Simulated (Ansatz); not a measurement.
**What do other settings change for LiCN (Pnma) (72 atoms)?**

The cell holds 72 atoms: 24 Li, 24 C and 24 N. Its edges and angles: a = 8.730 Å, b = 11.190 Å, c = 13.040 Å, α = 90.0°, β = 90.0°, γ = 90.0°. It derives from LiCN (Pnma), repeated 1×3×2. LiCN, space group Pnma, structure from the Crystallography Open Database, 1 x 3 x 2 conventional cells; every coordinate displaced by a Gaussian of 0.06 Å.

Geometry: as built.

Reference run: Kohn-Sham DFT, PBE, PAW (set soft_2), plane waves (Ansatz 0.2.0), cutoff 420 eV, k-mesh 4×3×3, fermi-dirac smearing of 0.025 eV.

* r.m.s. force component: 5.815 eV/Å
* pressure: 6.143 GPa
* gap (highest filled to lowest empty level): 5.146 eV
* SCF cycles: 10
* time: 4.2 s on 1 × NVIDIA GB200 with 32 threads of Arm Neoverse V2, shared host

**Question.** The cell is repeated and solved at Γ. How do error, time and memory go?
- plane waves, 72 atoms (1×1×1)
- support functions, 72 atoms (1×1×1)
- plane waves, 144 atoms (2×1×1)
- support functions, 144 atoms (2×1×1)
- plane waves, 864 atoms (3×2×2)
- support functions, 864 atoms (3×2×2)
- support functions, 2592 atoms (4×3×3)
- support functions, 6912 atoms (6×4×4)

Differences are against the typed cell on a 4×3×3 mesh, which samples like Γ on 2592 atoms (r.m.s. force component 5.82 eV/Å, gap 5.15 eV). Every repeated cell is solved at Γ, and forces are averaged over the copies of each atom. Hardware: 1 × NVIDIA GB200 with 32 threads of Arm Neoverse V2, shared host.

| atoms | repeats | basis | Δ force, r.m.s. (meV/Å) | Δ energy (meV/atom) | less plane waves of the same size (meV/atom) | gap (eV) | spread among copies (meV/Å) | SCF cycles | time | host memory (GiB) | planned on the GPU (GiB) |
| --- | --- | --- | --- | --- | --- | --- | --- | --- | --- | --- | --- |
| 72 | 1×1×1 | plane waves | 5.58 | -0.391 | - | - | - | 9 | 1.5 s | 1.2 | 3.2 |
| 72 | 1×1×1 | support functions | 15.2 | -3.84 | -3.5 | 5.21 | - | 15 | 2.3 s | 1.1 | 2.9 |
| 144 | 2×1×1 | plane waves | 1.22 | 0.105 | - | - | 0 | 10 | 1.8 s | 1.5 | 5.5 |
| 144 | 2×1×1 | support functions | 14.3 | -3.37 | -3.5 | 5.18 | 0.043 | 15 | 3.4 s | 1.3 | 4.8 |
| 864 | 3×2×2 | plane waves | 0.03 | -0.0203 | - | - | 0 | 10 | 10 s | 2.9 | 85 |
| 864 | 3×2×2 | support functions | 13.3 | -3.48 | -3.5 | 5.13 | 0.054 | 16 | 13 s | 3.5 | 21 |
| 2592 | 4×3×3 | support functions | 13.3 | -3.50 | - | 5.15 | 0.059 | 17 | 49 s | 8.2 | 57 |
| 6912 | 6×4×4 | support functions | 13.3 | -3.48 | - | 5.13 | 0.081 | 17 | 4.7 min | 21 | 136 |

Repeating the cell at Γ samples more k-points: in plane waves the energy difference from the dense mesh goes from -0.391 meV/atom at 72 atoms to -0.0203 at 864, and the force difference from 5.6 to 0.03 meV/Å. With plane waves, the time grows as the 1.0 power of the atom count between the two largest sizes, 144 and 864 atoms. The smaller run is short enough for fixed overheads to flatten this slope. With support functions, the time grows as the 1.8 power of the atom count between the two largest sizes, 2592 and 6912 atoms. At equal size the support functions lie 3.5 meV/atom below plane waves, likely because their grid holds more waves than 420 eV; no run tests this. Support functions take 1.6 times the time of plane waves at 72 atoms and 1.2 times at 864, so no crossover is reached among the sizes that both ran. Each time is a single run, so ratios and crossover are rough. The bases also began from different starting densities. At the largest size the support functions' forces differ from the reference by 0.23 % of the r.m.s. force, which holds the difference of sampling between the two as well as that of the basis.

[Hosts, paths, dates, database ids (printed as entryN), source tags and the programs' standing remarks are cut or masked in the printed files.]
